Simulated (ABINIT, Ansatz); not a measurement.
Records of electronic-structure calculations.

### A GW chain in ABINIT: BaMg2Sb2 (P-3m1)

It takes space group P-3m1 (No. 164, trigonal). Conventional cell: a = 4.770 Å, b = 4.770 Å, c = 8.100 Å, α = 90.00°, β = 90.00°, γ = 120.00°. Ba has 6 Sb at 3.51 Å nearest. Nearest to Mg lie 4 Sb at 2.89 Å. Nearest to Sb lie 4 Mg at 2.89 Å and 3 Ba at 3.51 Å. Farther neighbours, and contacts between anions beyond the nearest, are not listed.

- method: RPA screening on LDA, plane waves, norm-conserving pseudopotentials (and 2 further levels or steps)
- program: ABINIT 10.8.3
- settings: cutoff 40 Ha, PseudoDojo scalar-relativistic 0.4.1 stringent, norm-conserving, ngkpt (3, 3, 1), nband 116, ecuteps 3.6 Ha, inclvkb 2, shiftk (0, 0, 0), symchi 1, awtr 1, frequency ppm, 3×3×1 k-mesh
- notes: The program’s warnings: nproc spkpt=  >= nkpt= * nsppol=. The cell and positions come from the Crystallography Open Database and are kept as given unless a step says otherwise. Limits: no spin-orbit coupling. Local fields lower the RPA ε∞ on this mesh from 21.01 to 18.58; a Γ-centred mesh this coarse tends to raise both, most where the direct gap is narrow, while a short band sum lowers them. The 3×3×1 mesh is coarse for this cell, which bears on the long-range parts of exchange and screening.
- LDA gap: 0.78 eV, indirect
- G0W0 gap on the mesh: 1.32 eV
- G0W0 gap over the zone (rigid shift): 1.06 eV
- GW settings: 3×3×1 mesh, 116 bands, screening to 98 eV, Godby-Needs plasmon pole
- known limits: short of the basis limit; no spin-orbit coupling; coarse k mesh

G0W0 moves the gap on the mesh from 1.04 eV to 1.32 eV (+0.28 eV), with Z of 0.78 and 0.79 at the edges. The mesh misses the band edges by 0.26 eV in all; a rigid shift gives 1.06 eV for the zone.

[Paths, hosts, dates, memory and timing lines, banners, echoed tables and standing remarks are left out of the program output; an Ansatz launch command may be rebuilt from the run's recorded settings. Measured values are a selection of at most five: reports struck by readers or far from the other reports are left out. None is set beside runs whose start may be inverted or whose files or cutoffs have a known fault.]

[Runs of the session that timed out or met a known fault of the program may be left out.]

[Hosts, paths, dates, database ids (printed as entryN), source tags and the programs' standing remarks are cut or masked in the printed files.]

[G0W0 gaps are taken among the corrected bands and points alone; a level outside them can change the order at an edge.]

[Where Ansatz stands beside ABINIT at settings called matched, ABINIT's density can come from a denser mesh and the files from another edition; pairs whose starting gaps differed by over 0.03 eV were left out, so agreement reads better than it is.]
